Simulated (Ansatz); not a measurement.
# A hypothetical structure for SrNiS3, part 2 of 2

Starting from a made-up structure for SrNiS3, the aim is the relaxed cell, its shortest contacts and, where a second run follows, its electronic structure.

Ansatz 0.2.0; DFT, PBE, plane-wave PAW, files of the set soft_1, scalar-relativistic, ferromagnetic start, cell and ions relaxed at zero pressure; PAW set soft_1 (the session's first sound run).

So far. Step 2 (Relaxation of the guess): No moment survives the cycle: this start ends non-magnetic. The relaxed cell has a = 4.606 Å (conventional setting).

## Step 3: Electronic structure of the relaxed cell

A second self-consistent run takes a narrower smearing and the mesh shown in its input; the bands follow along the standard path of the relaxed lattice.

This step: DFT, PBE, plane-wave PAW, files of the set soft_1, scalar-relativistic, no spin, bands and density of states at the relaxed cell; PAW set soft_1 (Ansatz 0.2.0).

Contents of input.yaml:

```yaml
crystal:
  lattice:
    - [4.6058988646, 0.0, 0.0]
    - [0.0, 4.6058988646, 0.0]
    - [0.0, 0.0, 4.6058988646]
  atoms:
    - { symbol: Sr, position: [0.0, 0.0, 0.0] }
    - { symbol: Ni, position: [0.5, 0.5, 0.5] }
    - { symbol: S, position: [0.5, 0.0, 0.5] }
    - { symbol: S, position: [0.0, 0.5, 0.5] }
    - { symbol: S, position: [0.5, 0.5, 0.0] }
kpoints:
  mp_grid: { grid: [8, 8, 8] }
  band_path:
    path:
      - [[0.0, 0.0, 0.0], [0.0, 0.5, 0.0], [0.5, 0.5, 0.0], [0.0, 0.0, 0.0], [0.5, 0.5, 0.5], [0.0, 0.5, 0.0]]
      - [[0.5, 0.5, 0.0], [0.5, 0.5, 0.5]]
    npoints: 13
scf:
  occupations: { method: fermi_dirac, width: 0.03 }
  n_extra_bands: 9
hamiltonian:
  xc: pbe
  pseudopotentials: { kind: paw, azcp: { folder: soft_1 } }
output:
  forces: true
  stress: true
  write_bands: true
  dos: { projected: true }
  write_density: true
  write_potential: true
  elf: true
  volumetric_format: npy
```

Launch:

```bash
ansatz run input.yaml --threads 4 --pin off --max-ram 8192MiB --backend cpu --events-out ev --progress --plain --runs-dir out
```

Numbers of over 12 decimals in the logs are rounded to 6 here.

Log:

```text
[...]
Crystal: 5 atoms, lattice volume = 97.711 Å³
Basis set: ecut = 420 eV, 1935 PW (Γ), exchange–correlation on 64×64×64 points (8 copies of the dense FFT grid, shifted against one another)
Bands: 32, of which v1, the nominal top of the filled ones, is band 23 counted from 1 (22 counted from 0)
Symmetry: 48 space group operations
[...]
k-points: 35 of 512
[...]
SCF iter   1: F=—  HF=-12095.491563 eV  |F-HF|=—  |Δ(HF+E_count)|=         —  Δρ=1.20e-1  dr2=1.22e1  ethr=3.10e-3  ⟨swp⟩=8.5  Hψ=6474  notcnv=0
[...]
SCF iter  11: F=-12093.744001 eV  HF=-12093.744001 eV  |F-HF|=1.72e-8  |Δ(HF+E_count)|=   1.00e-7  Δρ=6.25e-6  dr2=2.75e-8  ethr=2.17e-10  ⟨swp⟩=18.8  Hψ=9910  notcnv=0
SCF 1 converged in 11 iterations: F = -12093.744001 eV  dr2 = 2.75e-8
[...]
NSCF: frozen V_eff on 80 k-points
SCF converged after 11 iterations
Free energy (F): -12093.744001 eV
[...]
Internal energy: -12093.731920 eV  (E = F + TS)
E sigma→0 (E₀):  -12093.737961 eV
Entropy (-TS):   -0.012081 eV (-2.416 meV/atom)
Fermi energy:    8.319372 eV
[...]
--- Stress (GPa, compression-positive) ---
       -0.002428       0.000000       0.000000
        0.000000      -0.002428       0.000000
        0.000000       0.000000      -0.002428
  P = ⅓ Tr σ = -0.0024 GPa (-0.024 kbar)
--- Band table (eV; the first three rows and the last of 35) ---
  k-point 0: bands = [... 19 lower, 7.3235, 7.3235, 7.3235, 8.3218, 8.3218, 8.3218, 10.6650, 11.7693, ... 5 higher]
  k-point 1: bands = [... 19 lower, 7.1674, 7.4208, 7.4208, 8.2649, 8.2897, 8.2897, 10.9603, 11.9612, ... 5 higher]
  k-point 2: bands = [... 19 lower, 7.0644, 7.5752, 7.5752, 8.2069, 8.2069, 8.2800, 11.7997, 12.4925, ... 5 higher]
  k-point 34: bands = [... 19 lower, 7.6603, 8.9229, 8.9229, 8.9229, 11.2412, 11.2412, 12.0862, 13.4282, ... 5 higher]
```

Wall time 4 s (4 threads of Arm Neoverse V1, shared host); peak memory 0.45 GiB.

The column dr2 measures how far the density is from self-consistency, as an energy; F and HF (Harris–Foulkes) agree once it is small.

Numbers from this step:

```
free energy             : -12093.7440 eV
energy at zero smearing : -12093.7380 eV
smearing term TS        : 0.01208 eV
Fermi energy            : 8.319 eV
pressure                : -0.002428 GPa
```

bands.tsv at the labelled points (eV, zero at the Fermi level; the bands that come nearest the Fermi level along the path):

```
point  band 20  band 21  band 22  band 23  band 24  band 25  band 26  band 27
    Γ    -1.00    -1.00    -1.00     0.00     0.00     0.00     2.35     3.45
    X    -1.26    -0.57    -0.57    -0.26    -0.26     0.07     4.85     5.07
    M    -0.83    -0.79    -0.45    -0.45     0.45     2.87     5.29     5.61
    Γ    -1.00    -1.00    -1.00     0.00     0.00     0.00     2.35     3.45
    R    -0.66     0.60     0.60     0.60     2.92     2.92     3.77     5.11
    X    -1.26    -0.57    -0.57    -0.26    -0.26     0.07     4.85     5.07
    M    -0.83    -0.79    -0.45    -0.45     0.45     2.87     5.29     5.61
    R    -0.66     0.60     0.60     0.60     2.92     2.92     3.77     5.11
```

States per cell as run, both spins, in windows of 1 eV, from dos.tsv (zero at the Fermi level):

| from | to | total |
| --- | --- | --- |
| -8 | -7 | 0.00 |
| -7 | -6 | 0.17 |
| -6 | -5 | 1.20 |
| -5 | -4 | 2.71 |
| -4 | -3 | 5.58 |
| -3 | -2 | 2.23 |
| -2 | -1 | 4.41 |
| -1 | 0 | 7.72 |
| 0 | 1 | 2.30 |
| 1 | 2 | 1.05 |
| 2 | 3 | 0.67 |
| 3 | 4 | 0.36 |
| 4 | 5 | 2.32 |

Below -8 eV lie 22.0 more states.

ELF in the ac plane at fractional y = 0.500, with atoms of Ni and S within 0.2 Å of it. It is the smooth field of the valence electrons, not physical close to the nuclei.

Ten even steps from '0' (0.02) to '9' (0.96), each cell a mean:
```
00268720588410
11147876786211
53114677752124
87411222221268
88731111112588
36751256412775
02761389612760
14751278512772
78741123212687
98621111111478
75212456531146
31126777774112
00158842687310
00379710388510
```
Columns run along a (4.6 Å), rows up along c (4.6 Å). Atoms in or near the plane, at fractional coordinates: Ni at (0.50, 0.50), S at (0.00, 0.50), S at (0.50, 0.00).

Valence density in the ac plane at fractional y = 0.500, with atoms of Ni and S within 0.2 Å of it. It is the smooth field of the valence electrons, not physical close to the nuclei.

Ten steps, logarithmic in the rise over the least value, from '_' (0 e/Å³) to '@' (49 e/Å³), each cell a mean:
```
________..::::..::::..______
________....::::::..________
__________..........________
....________......________..
::::..____..::--::..__....::
::::::....--**##++::....::::
__::::....++%%@@##--....::..
..::::....==##%%**::....::::
::::......::==++--..__....::
......____........______....
__________........__________
________....::::::..________
________..::::::::::..______
________..::..__::::..______
```
Columns run along a (4.6 Å), rows up along c (4.6 Å). Atoms in or near the plane, at fractional coordinates: Ni at (0.50, 0.50), S at (0.00, 0.50), S at (0.50, 0.00).

Electrostatic potential energy in the ac plane at fractional y = 0.500, with atoms of Ni and S within 0.2 Å of it. With pseudopotentials it is smooth inside the atoms' cores, unlike the true potential.

Ten even steps from '_' (-32 eV) to '@' (13 eV), each cell a mean:
```
@@@@@@@@##::______==%%@@@@@@
@@@@@@@@%%++..__--##@@@@@@@@
@@@@@@@@@@%%****##%%@@@@@@@@
%%@@@@@@@@%%%%##%%@@@@@@@@%%
--++%%@@%%**====++##@@%%##==
____++%%##==++**==++%%##--__
::__--##**==%%@@**==##**____
____==%%**==##%%++==%%**..__
..--##%%%%++======**%%%%++::
**##@@@@@@%%****##%%@@@@%%##
@@@@@@@@@@%%%%##%%@@@@@@@@@@
@@@@@@@@@@##==--++%%@@@@@@@@
@@@@@@@@##--______++@@@@@@@@
@@@@@@@@**..__::__--%%@@@@@@
```
Columns run along a (4.6 Å; values clipped at the 3rd and 97th percentile), rows up along c (4.6 Å). Atoms in or near the plane, at fractional coordinates: Ni at (0.50, 0.50), S at (0.00, 0.50), S at (0.50, 0.00).

## Step 4: What came out

```json
{
  "space group, relaxed": "Pm-3m",
  "conventional cell": "a = 4.606, b = 4.606, c = 4.606 Å; α = 90.0°, β = 90.0°, γ = 90.0°",
  "volume per atom": "19.54 Å³ (guess 19.56)",
  "total moment": "0.00 μB in the cell of 5 atoms"
}
```

What this shows: SrNiS3 relaxes to Pm-3m with a = 4.606, b = 4.606 and c = 4.606 Å. The guessed volume was near the relaxed one. The space group Pm-3m was held in the relaxation, so the end point is a stationary structure within it and may be a saddle against distortions or other arrangements. The moments died out from this one start and weren't seeded again at the relaxed cell. Bands cross the Fermi level, so it is a metal or semimetal at this level. On the 8×8×8 mesh with the narrower smearing (relaxed on 6×6×6) the forces vanish, as symmetry may demand, and the largest stress component is 0.002 GPa, within the relaxation's thresholds of 0.015 eV/Å and 0.05 GPa. The cutoff wasn't tested. No dispersion term is used, so weakly bound directions may come out too long. Nothing here tests whether the compound is stable against decomposition.

[Logs are printed without paths, hosts, clocks, repeated set-up lines and the standing remarks that a program may print on its own settings, such as how far it seeks lower states.]

[Hosts, paths, dates, database ids (printed as entryN), source tags and the programs' standing remarks are cut or masked in the printed files.]
